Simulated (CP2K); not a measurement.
Two runs for the F K edge of phosphorus pentafluoride. Run A: CP2K XAS_TDP, all-electron GAPW, PBEh(45%), aug-cc-pVDZ, TDA, no relativity. Run B differs in one setting.

First lines with a strength over 0.0015. A:

| atom | energy (eV) | states | strength, one atom |
| --- | --- | --- | --- |
| F1 (bonded to P), 2 alike | 682.78 | 1 | 0.0199 |
|  | 685.56 | 1 | 0.0081 |
|  | 685.64 | 1 | 0.0078 |
|  | 685.71 | 1 | 0.0079 |
|  | 686.69 | 1 | 0.0019 |
| F4 (bonded to P), 3 alike | 683.03 | 1 | 0.0273 |
|  | 685.45 | 1 | 0.0199 |
|  | 686.55 | 1 | 0.0088 |
|  | 687.40 | 1 | 0.0036 |
|  | 689.84 | 1 | 0.0036 |

B:

| atom | energy (eV) | states | strength, one atom |
| --- | --- | --- | --- |
| F1 (bonded to P), 2 alike | 689.87 | 1 | 0.0279 |
|  | 693.25 | 2 | 0.0195 |
|  | 693.35 | 1 | 0.0111 |
|  | 696.83 | 1 | 0.0067 |
|  | 696.84 | 1 | 0.0066 |
| F4 (bonded to P), 3 alike | 689.81 | 1 | 0.0342 |
|  | 692.67 | 1 | 0.0236 |
|  | 694.11 | 1 | 0.0078 |
|  | 695.28 | 1 | 0.0058 |
|  | 697.71 | 1 | 0.0035 |

**Question.** Which was it: scalar relativity switched on, the basis, GW2X switched on, the functional?

The functional (functional from PBEh(45%) to PBEh(60%); the lines alone don't name the new value). A functional moves all lines by electronvolts and changes their spacings and strengths. Against PBEh(45%) in aug-cc-pVDZ, the leading lines move by +7.09 eV (F1, to 689.87) and +6.78 eV (F4, to 689.81); the strength of F1's goes from 0.0199 to 0.0279. The next line of F1 over the strength cut lies 3.38 eV higher, against 2.78.

[Hosts, paths, dates, database ids (printed as entryN), source tags and the programs' standing remarks are cut or masked in the printed files.]
